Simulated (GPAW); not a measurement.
# A Sn chain with two Si atoms in line: transmission at several levels, part 2 of 2

How well does a Sn chain with two Si atoms in line conduct at low bias, and how far do basis and functional move the answer?

GPAW 26.7.0; GPAW LCAO, PAW setups; Landauer transmission from Green's functions with principal layers (ASE), zero bias.

So far, transmission at the Fermi level (one spin): step 2 (double-zeta polarised basis, PBE, GPAW) 2.77; step 3 (basis szp(dzp), PBE, GPAW) 2.77; step 4 (basis sz(dzp), PBE, GPAW) 2.74; step 5 (LDA) 2.78; step 8 (basis sz(dzp), smearing 0.05 eV, PBE, GPAW) 2.74.

**9. Smearing 0.025, temperature 700, potential alignment off: width = 0.025, temperature = 700 and align = false**

Smearing helps the SCF of a metal converge, but it blurs occupations at band edges near the Fermi level. Temperature enters only through the Fermi window. Without the shift, lead and junction are matched by their Fermi levels alone.

run.py reads:

```python
import json
import numpy as np
from ase import Atoms
from ase.transport.calculators import TransportCalculator
from gpaw import GPAW, FermiDirac
from gpaw.lcao.tools import get_lcao_hamiltonian
from scipy.linalg import eigh

# The junction with lead layers at both ends, along the third cell vector
device = Atoms(
    ['Sn', 'Sn', 'Sn', 'Sn', 'Sn', 'Si', 'Si', 'Sn', 'Sn', 'Sn', 'Sn', 'Sn'],
    positions=[
        [4.50000, 4.50000, 1.37500],
        [4.50000, 4.50000, 4.12500],
        [4.50000, 4.50000, 6.87500],
        [4.50000, 4.50000, 9.62500],
        [4.50000, 4.50000, 12.37500],
        [4.50000, 4.50000, 14.84460],
        [4.50000, 4.50000, 17.04460],
        [4.50000, 4.50000, 19.51420],
        [4.50000, 4.50000, 22.26420],
        [4.50000, 4.50000, 25.01420],
        [4.50000, 4.50000, 27.76420],
        [4.50000, 4.50000, 30.51420]],
    cell=[[9.0, 0.0, 0.0], [0.0, 9.0, 0.0], [0.0, 0.0, 31.8892]],
    pbc=True)

# One principal layer of the lead: the first 3 atoms of the device
lead = Atoms(
    ['Sn', 'Sn', 'Sn'],
    positions=[
        [4.50000, 4.50000, 1.37500],
        [4.50000, 4.50000, 4.12500],
        [4.50000, 4.50000, 6.87500]],
    cell=[[9.0, 0.0, 0.0], [0.0, 9.0, 0.0], [0.0, 0.0, 8.25]],
    pbc=True)

settings = dict(mode='lcao', basis='dzp', xc='PBE', h=0.2,
                occupations=FermiDirac(0.025), maxiter=250,
                mixer=dict(beta=0.1, nmaxold=8, weight=100.0),
                convergence=dict(density=0.0001))
energies = np.arange(-3, 3 + 1e-9, 0.075)
eta = 0.0001
n1, n2 = 1, 1
# k and -k transmit alike, so half of the mesh across the current serves
mesh = [(i, j) for i in range(n1) for j in range(n2) if (i, j) <= (-i % n1, -j % n2)]
weights = np.array([1 if (i, j) == (-i % n1, -j % n2) else 2 for i, j in mesh]) / (n1 * n2)

# [... helper functions left out ...]
fermi_lead = ground_state(lead, (1, 1, 14), 'lead.txt')
fermi_device = ground_state(device, (1, 1, 3), 'device.txt')
# [... loop over the mesh left out, but for ...]
        # Lead and device are aligned by their Fermi levels alone
        shift = 0.0
# [...]
kT = 8.617333e-5 * 700
bias = [0.1, 0.2, 0.5, 1.0, 1.5, 2.0]
# [... integrals and printing left out ...]
```

The run is started by

```sh
$ OMP_NUM_THREADS=1 OPENBLAS_NUM_THREADS=1 python run.py
```

Elapsed: 59 s, on 1 thread of Intel Xeon Platinum 8488C (Sapphire Rapids), shared host; peak memory 1.1 GiB.

This step gave:

```
conductance                                    : 2.765 G₀
largest coupling past the next principal layer : 3.83e-7 eV
largest misfit of the first principal layer    : 0.01812 eV
shift that aligns the lead                     : 0 eV
basis functions of the junction                : 256
basis functions of a principal layer           : 69
transmission at the Fermi level (one spin)     : 2.769
```

One spin. Table of transmission, zone mean by energy, zero at the Fermi level:

energy (eV), transmission, zone mean and a bar:
```
  -3.0000       0.00 
  -2.7750       0.00 
  -2.4750       0.71 #######
  -2.2500       0.71 #######
  -2.0250       0.70 #######
  -1.7250       0.70 #######
  -1.5000       0.70 #######
  -1.2750       0.71 #######
  -0.9750       0.72 ########
  -0.7500       1.24 #############
  -0.5250       2.43 ##########################
  -0.2250       2.72 #############################
   0.0000       2.77 #############################
   0.2250       2.79 #############################
   0.5250       2.81 ##############################
   0.7500       2.82 ##############################
   0.9750       2.84 ##############################
   1.2750       2.85 ##############################
   1.5000       2.85 ##############################
   1.7250       2.84 ##############################
   2.0250       2.80 #############################
   2.2500       2.73 #############################
   2.4750       2.61 ###########################
   2.7750       2.33 ########################
   3.0000       1.91 ####################
```

Not self-consistent under bias; the bias window is split evenly. Table of current through one cell, from the zero-bias transmission by bias:

```
bias (V)  current through one cell, from the zero-bias transmission (μA)
   0.100                                                            21.4
   0.200                                                            42.8
   0.500                                                             107
   1.000                                                             211
   1.500                                                             303
   2.000                                                             376
```

Transmission of the three most open eigenchannels against energy, zero at the Fermi level:

| energy (eV) | channel 1 | channel 2 | channel 3 |
| --- | --- | --- | --- |
| -2.7750 | 1.2e-6 | 0 | 0 |
| -2.4750 | 0.712 | 0 | 0 |
| -2.2500 | 0.705 | 0 | 0 |
| -2.0250 | 0.700 | 0 | 0 |
| -1.7250 | 0.699 | 0 | 0 |
| -1.5000 | 0.702 | 0 | 0 |
| -1.2750 | 0.709 | 0 | 0 |
| -0.9750 | 0.722 | 4.5e-11 | 4.5e-11 |
| -0.7500 | 0.734 | 0.253 | 0.253 |
| -0.5250 | 0.840 | 0.840 | 0.747 |
| -0.2250 | 0.976 | 0.976 | 0.765 |
| 0.0000 | 0.995 | 0.995 | 0.779 |
| 0.2250 | 0.998 | 0.998 | 0.793 |
| 0.5250 | 0.999 | 0.999 | 0.811 |
| 0.7500 | 0.999 | 0.999 | 0.824 |
| 0.9750 | 0.999 | 0.999 | 0.838 |
| 1.2750 | 0.996 | 0.996 | 0.857 |
| 1.5000 | 0.989 | 0.989 | 0.874 |
| 1.7250 | 0.978 | 0.978 | 0.888 |
| 2.0250 | 0.948 | 0.948 | 0.908 |
| 2.2500 | 0.922 | 0.904 | 0.904 |
| 2.4750 | 0.934 | 0.836 | 0.836 |
| 2.7750 | 0.949 | 0.688 | 0.688 |
| 3.0000 | 0.958 | 0.478 | 0.478 |

With these changes, and at 700 K in place of 300 K, the conductance is 2.76 G₀ against 2.77 in the dzp run; T at the Fermi level, which temperature doesn't enter, is 2.77 against 2.77.

**10. Summary of results**

```json
{
 "conductance": "2.77 G₀",
 "transmission at the Fermi level, mean of the spins": "2.77",
 "thermopower": "about 0 (under 1.5 μV/K)"
}
```

**Reading.** In the dzp basis the junction conducts 2.77 G₀ at 300 K, with T = 2.77 a spin at the Fermi level; the sz basis reaches that conductance within 10 %. At the Fermi level the three most open eigenchannels pass 0.99, 0.99 and 0.78. Measured against the first run (dzp), the nearest curve is that of dzp-LDA (r.m.s. 0.027) and the farthest that of sz (0.086). Over the compared runs wall time goes from 33 s (sz) to 53 s (dzp), on a shared host. The geometry was built from estimated bond lengths and not relaxed, so the numbers describe this model structure. Spin-orbit coupling is left out, which matters for the heavy atoms here. An evenly spaced straight chain is an idealisation: free chains tend to dimerise, zigzag or, where a band edge lies near the Fermi level, turn magnetic. The currents use the zero-bias T(E) throughout, which holds only while the bias is small against the distance to the nearest feature. The energy step is wider than the thermal energy, so the conductance and thermopower rest on interpolation of T(E).

[Logs are printed without paths, hosts, clocks, repeated set-up lines and the standing remarks that a program may print on its own settings, such as how far it seeks lower states.]

[Hosts, paths, dates, database ids (printed as entryN), source tags and the programs' standing remarks are cut or masked in the printed files.]
